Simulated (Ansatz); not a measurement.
# One crystal, many levels of theory: P2Ir (P2_1/c), part 2 of 2

What gap does each level of theory give for P2Ir (P2_1/c), and in what time?

Ansatz 0.2.0; density functionals, hybrids and G0W0, plane waves, PAW. Known limits of the many-body steps: finite bands, screening cutoff and k mesh; no spin-orbit coupling in G0W0; no spin polarisation.

So far. Step 5 (HSE06 on the 4×4×4 mesh): Over mesh and listed points the gap is 1.134 eV, from k = (-0.500, 0.500, 0.500) to k = Γ. The least direct gap found is 2.174 eV, at k = (0.000, 0.500, 0.500). HSE06 against LDA: 1.134 − 0.616 = +0.518 eV, with the same mesh, files and cutoff, and both edges at the same k points. Step 6 (PBE0 on the 4×4×4 mesh): Over mesh and listed points the gap is 1.785 eV, from k = (-0.500, 0.500, 0.500) to k = Γ. The least direct gap found is 2.846 eV, at k = (0.000, 0.500, 0.500).

In doubt: masses and optical values from hybrid runs of this build are listed as unsure (step 8), which bears on the screening that GW takes from such a start.

## (7) G0W0@LDA, 4×2×4 mesh, 843 empty bands, screening to 160 eV

G0W0 replaces the xc potential by a self-energy built once from the orbitals of the start. Levels are corrected in the window of bands that the input names, at points of the mesh.

This step: G0W0 on LDA, plane waves, PAW.

Input file input.yaml:

```yaml
crystal:
  lattice:
    - [5.7723350975, 0.0, 0.0]
    - [0.0, 5.80673151, 0.0]
    - [-2.1284997265, 0.0, 5.4731408836]
  atoms:
    - { symbol: P, position: [0.1580067, 0.88188186, 0.87028772] }
    - { symbol: P, position: [0.8419933, 0.38188186, 0.62971228] }
    - { symbol: P, position: [0.8419933, 0.11811814, 0.12971228] }
    - { symbol: P, position: [0.1580067, 0.61811814, 0.37028772] }
    - { symbol: P, position: [0.33432299, 0.37720527, 0.18854639] }
    - { symbol: P, position: [0.66567701, 0.87720527, 0.31145361] }
    - { symbol: P, position: [0.66567701, 0.62279473, 0.81145361] }
    - { symbol: P, position: [0.33432299, 0.12279473, 0.68854639] }
    - { symbol: Ir, position: [0.27186641, 0.49883041, 0.79157869] }
    - { symbol: Ir, position: [0.72813359, 0.99883041, 0.70842131] }
    - { symbol: Ir, position: [0.72813359, 0.50116959, 0.20842131] }
    - { symbol: Ir, position: [0.27186641, 0.00116959, 0.29157869] }
kpoints:
  mp_grid: { grid: [4, 2, 4] }
hamiltonian:
  xc: lda
scf:
  occupations: { method: fixed }
gw:
  n_empty_bands: 843
  ecut_chi: 160.0
  qp_bands: [v4, c4]
  qp_kpoints: band_edges
  screening: { model: contour_deformation }
```

Launch:

```
> ansatz run input.yaml --threads 24 --pin off --max-ram 82944MiB --backend cuda --events-out ev --progress --plain --runs-dir out --devices 1 --max-vram 78GiB
```

Numbers of over 12 decimals in the logs are rounded to 6 here.

Output:

```text
GPUs: using 1 of 1 available (devices: 1).
[...]
Crystal: 12 atoms, lattice volume = 183.451 Å³
Basis set: ecut = 420 eV, 3599 PW (Γ)
Bands: 66, of which v1, the nominal top of the filled ones, is band 54 counted from 1 (53 counted from 0)
Symmetry: 4 space group operations
[...]
k-points: 20 of 32
[...]
12    57     15.6483   -17.3103    -3.7831   -21.5378  0.7665    16.0953    16.0927  root
[...]
19    55     15.3787   -18.4357    -3.6058   -22.5189  0.7710    15.8586    15.8562  root
    19    56     15.3787   -18.4357    -3.6058   -22.5189  0.7710    15.8586    15.8562  root
    19    57     16.1470   -14.1272    -4.0522   -18.4672  0.7551    16.4365    16.4348  root
    19    58     16.1470   -14.1272    -4.0522   -18.4672  0.7551    16.4365    16.4348  root
[key lines of the parts left out:]
SCF converged after 7 iterations
Free energy (F): -52470.924009 eV
Fermi energy:    13.767467 eV
```

Wall time 42 s (1 × NVIDIA GB200 (shared by 2 runs) with 24 threads of Arm Neoverse V2, shared host); peak memory 4.7 GiB.

Numbers from this step:

```
bands summed                                    : 897
RPA ε∞ on this mesh (eigenvalues)               : 15.78, 17.46, 18.80
plane waves in the screening matrix             : 843
G0W0 gap over the corrected points              : 1.152 eV
k of the valence top                            : -0.5, -0.5, -0.5
k of the conduction bottom                      : 0, 0, 0
starting gap on the mesh                        : 0.6132 eV
Z at the valence top                            : 0.7823
Z at the conduction bottom                      : 0.7651
least direct G0W0 gap over the corrected points : 2.017 eV
```

Over 16 of 20 irreducible mesh points the G0W0 gap is 1.152 eV, from k = (-0.500, -0.500, -0.500) to k = Γ. The LDA gap of this run on the mesh is 0.613 eV. The two states that bound the G0W0 gap lie that far apart at the start, so the correction of the gap is 1.152 − 0.613 = +0.539 eV.

## (8) G0W0@HSE06, 4×2×4 mesh, 391 empty bands, screening to 96 eV

This step: G0W0 on HSE06, plane waves, PAW.

input.yaml, as its differences from that of step 7:

```diff
@@ -21,3 +21,3 @@
 hamiltonian:
-  xc: lda
+  xc: hse06
 scf:
@@ -25,4 +25,4 @@
 gw:
-  n_empty_bands: 843
-  ecut_chi: 160.0
+  n_empty_bands: 391
+  ecut_chi: 96
   qp_bands: [v4, c4]
```

Output:

```text
GPUs: using 1 of 1 available (devices: 1).
[...]
Crystal: 12 atoms, lattice volume = 183.451 Å³
Basis set: ecut = 420 eV, 3599 PW (Γ)
Bands: 66, of which v1, the nominal top of the filled ones, is band 54 counted from 1 (53 counted from 0)
Symmetry: 4 space group operations
[...]
k-points: 20 of 32
[...]
12    55     15.7456   -15.7055    -3.2323   -19.2222  0.7943    16.0307    16.0300  root
    12    56     15.7456   -15.7055    -3.2323   -19.2222  0.7943    16.0307    16.0300  root
    12    57     16.2504   -16.8431    -3.5412   -20.7184  0.7949    16.5855    16.5845  root
[...]
19    55     15.9848   -17.9947    -3.4254   -21.8103  0.7969    16.3763    16.3751  root
    19    56     15.9848   -17.9947    -3.4254   -21.8103  0.7969    16.3763    16.3751  root
    19    57     16.6966   -13.9641    -3.6797   -17.8260  0.7856    16.8791    16.8787  root
    19    58     16.6966   -13.9641    -3.6797   -17.8260  0.7856    16.8791    16.8787  root
```

Run time: 46 s. Hardware: 1 × NVIDIA GB200 (shared by 2 runs) with 24 threads; peak memory 3 GiB; 2.3 min of CPU time.

Numbers from this step:

- bands summed: 445
- RPA ε∞ on this mesh (eigenvalues): 11.73, 12.78, 13.12
- plane waves in the screening matrix: 399
- G0W0 gap over the corrected points: 1.362 eV
- k of the valence top: -0.5, -0.5, -0.5
- k of the conduction bottom: 0, 0, 0
- starting gap on the mesh: 1.130 eV
- Z at the valence top: 0.8073
- Z at the conduction bottom: 0.7940
- least direct G0W0 gap over the corrected points: 2.292 eV

Over 18 of 20 irreducible mesh points the G0W0 gap is 1.362 eV, from k = (-0.500, -0.500, -0.500) to k = Γ. The HSE06 gap of this run on the mesh is 1.130 eV. The two states that bound the G0W0 gap lie that far apart at the start, so the correction of the gap is 1.362 − 1.130 = +0.232 eV. G0W0@HSE06 against G0W0@LDA with 445 bands (a further run, in the table below): 1.362 − 1.139 = +0.223 eV, with the same mesh, files and cutoffs, and both edges at the same k points.

## (9) G0W0@r2SCAN, 4×2×4 mesh, 391 empty bands, screening to 96 eV

This step: G0W0 on r2SCAN, plane waves, PAW.

input.yaml, as its differences from that of step 8:

```diff
@@ -21,3 +21,3 @@
 hamiltonian:
-  xc: hse06
+  xc: r2scan
 scf:
```

Output:

```text
GPUs: using 1 of 1 available (devices: 1).
[...]
Crystal: 12 atoms, lattice volume = 183.451 Å³
Basis set: ecut = 500 eV, 4651 PW (Γ), exchange–correlation on 180×180×180 points (64 copies of the dense FFT grid, shifted against one another)
Bands: 66, of which v1, the nominal top of the filled ones, is band 54 counted from 1 (53 counted from 0)
Symmetry: 4 space group operations
[...]
k-points: 20 of 32
[...]
12    56     15.5651   -16.0407    -3.1850   -19.6630  0.7786    16.0046    16.0023  root
    12    57     16.0409   -17.2339    -3.5343   -21.2746  0.7790    16.5504    16.5473  root
[...]
19    55     15.7798   -18.3751    -3.3904   -22.3230  0.7825    16.3408    16.3373  root
    19    56     15.7798   -18.3751    -3.3904   -22.3230  0.7825    16.3408    16.3373  root
    19    57     16.4458   -14.1822    -3.6977   -18.2561  0.7682    16.8244    16.8220  root
    19    58     16.4458   -14.1822    -3.6977   -18.2561  0.7682    16.8244    16.8220  root
[key lines of the parts left out:]
SCF converged after 7 iterations
Free energy (F): -53878.069810 eV
```

The job ended after 12 s (1 × NVIDIA GB200 (shared by 2 runs) with 24 threads; peak memory 3.5 GiB; 52 s of CPU time).

This step gave:

```yaml
bands_summed: 445
rpa_eps_infinity_on_this_mesh_eigenvalues: 13.93, 15.44, 16.19
plane_waves_in_the_screening_matrix: 399
g0w0_gap_over_the_corrected_points: 1.246 eV
k_of_the_valence_top: -0.5, 0, 0
k_of_the_conduction_bottom: 0, 0, 0
starting_gap_on_the_mesh: 0.7131 eV
z_at_the_valence_top: 0.7871
z_at_the_conduction_bottom: 0.7776
least_direct_g0w0_gap_over_the_corrected_points: 2.141 eV
```

Over 16 of 20 irreducible mesh points the G0W0 gap is 1.246 eV, from k = (-0.500, 0.000, 0.000) to k = Γ. The r2SCAN gap of this run on the mesh is 0.713 eV. Other states bound it: the two that bound the G0W0 gap lie 0.809 eV apart in r2SCAN, so state for state the correction is 1.246 − 0.809 = +0.437 eV, while gap against gap it is 1.246 − 0.713 = +0.533 eV. G0W0@r2SCAN against G0W0@HSE06 with 445 bands: 1.246 − 1.362 = −0.116 eV. The runs also differ in plane-wave cutoff (420 eV and 500 eV), and the valence top lies at another k point, so how much of this comes from the start alone is not known.

## (10) All levels together

Each gap is the least one over the points named; times are wall times on shared hosts, not benchmarks. A G0W0 time includes the run's own self-consistent start. Runs with listed points see these and the mesh alone, so an edge that moves elsewhere is missed. Rows marked * are further runs, not shown as steps, whose inputs differ from the G0W0 step on the same start in the columns given; solver thresholds can differ too. Symmetry makes (-0.500, 0.500, 0.500) and (-0.500, -0.500, -0.500) one point.

```tsv
level	mesh	files, cutoff	bands summed, screening	points	gap (eV)	valence top	conduction bottom	least direct gap (eV)	time
LDA	4×4×4	soft_2 PAW, 420 eV	-	mesh and path	0.616	(-0.500, 0.500, 0.500)	Γ	1.526	1.9 s
LDA+SOC	4×4×4	soft_2 PAW, 420 eV	-	mesh and listed points	0.615	(-0.500, 0.500, 0.500)	Γ	1.421	1.8 s
r2SCAN	4×4×4	soft_2 PAW, 500 eV	-	mesh and listed points	0.717	(-0.500, 0.500, 0.500)	Γ	1.709	1.6 s
HSE06	4×4×4	soft_2 PAW, 420 eV	-	mesh and listed points	1.134	(-0.500, 0.500, 0.500)	Γ	2.174	12 s
PBE0	4×4×4	soft_2 PAW, 420 eV	-	mesh and listed points	1.785	(-0.500, 0.500, 0.500)	Γ	2.846	13 s
G0W0@LDA*	4×2×4	soft_2 PAW, 420 eV	192, 48 eV	16 of 20 irreducible mesh points	1.100	(-0.500, -0.500, -0.500)	Γ	1.996	5.6 s
G0W0@LDA*	4×2×4	soft_2 PAW, 420 eV	445, 96 eV	16 of 20 irreducible mesh points	1.139	(-0.500, -0.500, -0.500)	Γ	2.016	11 s
G0W0@LDA	4×2×4	soft_2 PAW, 420 eV	897, 160 eV	16 of 20 irreducible mesh points	1.152	(-0.500, -0.500, -0.500)	Γ	2.017	42 s
G0W0@LDA*	2×2×2	soft_2 PAW, 420 eV	445, 96 eV	all 8 irreducible mesh points	1.130	(-0.500, -0.500, -0.500)	Γ	1.999	2.8 s
G0W0@HSE06	4×2×4	soft_2 PAW, 420 eV	445, 96 eV	18 of 20 irreducible mesh points	1.362	(-0.500, -0.500, -0.500)	Γ	2.292	46 s
G0W0@r2SCAN	4×2×4	soft_2 PAW, 500 eV	445, 96 eV	16 of 20 irreducible mesh points	1.246	(-0.500, 0.000, 0.000)	Γ	2.141	12 s
```

## (11) Results

```
LDA, over mesh and path                                            : 0.616 eV
LDA+SOC, over mesh and listed points                               : 0.615 eV
r2SCAN, over mesh and listed points                                : 0.717 eV
HSE06, over mesh and listed points                                 : 1.134 eV
PBE0, over mesh and listed points                                  : 1.785 eV
G0W0@LDA (897 bands, 4×2×4), over 16 of 20 irreducible mesh points : 1.152 eV
G0W0@HSE06, over 18 of 20 irreducible mesh points                  : 1.362 eV
G0W0@r2SCAN, over 16 of 20 irreducible mesh points                 : 1.246 eV
known limits                                                       : finite bands, screening cutoff and k mesh; no spin-orbit coupling in G0W0; no spin polarisation
```

In words: The rows run from 0.615 eV (LDA+SOC) to 1.785 eV (PBE0). They differ in mesh, plane-wave cutoff, bands and screening cutoff of G0W0 and the points over which the gap was sought as well as in level, so only pairs that share these are like for like. LDA+SOC against LDA: 0.615 − 0.616 = −0.001 eV, with the same mesh, set of files (read in its fully relativistic form for the spin-orbit run) and cutoff, and both edges at the same k points. The spin-orbit run sees mesh and listed points alone, so its gap is an upper bound: the coupling can move an edge off these points, and the change over the zone, its sign included where it is small, is not known. HSE06 against LDA: 1.134 − 0.616 = +0.518 eV, with the same mesh, files and cutoff, and both edges at the same k points. PBE0 against HSE06: 1.785 − 1.134 = +0.651 eV, with the same mesh, files and cutoff, and both edges at the same k points. G0W0@HSE06 against G0W0@LDA with 445 bands: 1.362 − 1.139 = +0.223 eV, with the same mesh, files and cutoffs, and both edges at the same k points. G0W0@LDA (897 bands, 4×2×4) moves the gap of its own start on the mesh by 1.152 − 0.613 = +0.539 eV, between the same two levels. Both edges that LDA shows over mesh and path lie at k points where levels were corrected. Levels at other points were not corrected, so a lower G0W0 gap elsewhere in the zone is not ruled out. G0W0@HSE06 moves the gap of its own start on the mesh by 1.362 − 1.130 = +0.232 eV, between the same two levels. Both edges that HSE06 shows over mesh and listed points lie at k points where levels were corrected. Levels at other points were not corrected, so a lower G0W0 gap elsewhere in the zone is not ruled out. G0W0@r2SCAN moves the gap of its own start on the mesh by 1.246 − 0.713 = +0.533 eV, with other states at the edges (they lie 0.809 eV apart at the start). Both edges that r2SCAN shows over mesh and listed points lie at k points where levels were corrected. G0W0 has the valence top at another k point than that. Levels at other points were not corrected, so a lower G0W0 gap elsewhere in the zone is not ruled out. What spin-orbit coupling does to the G0W0 levels was not computed, so no sum with the G0W0 gap is formed. For G0W0@LDA: from 192 bands and 48 eV to 897 bands and 160 eV the gap moves by 1.152 − 1.100 = +0.052 eV (rung by rung 1.100, 1.139, 1.152 eV); bands and screening cutoff rise together, so their parts are not told apart. A line in one over the bands through the two highest rungs gives 1.152 + (1.152 − 1.139) × 445 / (897 − 445) = 1.165 eV, and through the pair below 1.139 + (1.139 − 1.100) × 192 / (445 − 192) = 1.169 eV. The two agree within 0.03 eV and the same two states bound the gap in each rung, so 1.165 eV is taken as an estimate of the limit on this mesh. The other G0W0 rows are shown at one basis each (445 bands), so their distance from the limit is not known here. With the 2×2×2 mesh in place of the 4×2×4 mesh and all else as in the G0W0@LDA row with 445 bands, the gap differs by 1.130 − 1.139 = −0.009 eV, and that of the start by 0.604 − 0.613 = −0.009 eV. The G0W0 runs are scalar-relativistic. The runs have no spin polarisation, and the cell holds Ir; whether a magnetic state lies lower is not shown here. Where d states form a band edge, one-shot GW is known to depend on its start; the orbital character of the edges was not analysed here. G0W0@LDA runs of this series with other atomic data on the same mesh, not shown as steps, give 1.141 eV (hard PAW, 620 eV, 473 bands, screening to 96 eV; the table's row with the same empty bands and screening cutoff has 1.139 eV); where bands and cutoffs differ too, the part of the files is not isolated.

[Paths, hosts, dates, memory and timing lines, banners, echoed tables and standing remarks are left out of the program output.]

[Logs are printed without paths, hosts, clocks, repeated set-up lines and the standing remarks that a program may print on its own settings, such as how far it seeks lower states.]

[Runs of the session that timed out or met a known fault of the program may be left out.]

[Cells called generated may have been cut or substituted from an entry of the Crystallography Open Database or the Materials Project.]

[Hosts, paths, dates, database ids (printed as entryN), source tags and the programs' standing remarks are cut or masked in the printed files.]

[Where an RPA ε∞ is given, it is that of the G0W0 mesh and is not shown converged in it. Names of k-points follow the symmetry that the program found, which can be lower than the space group named. Band edges on a path are those of the sampled points; other points can move an edge, and change direct to indirect where valleys lie close.]

[Hybrid gaps are those of their k-mesh and are not shown converged in it.]
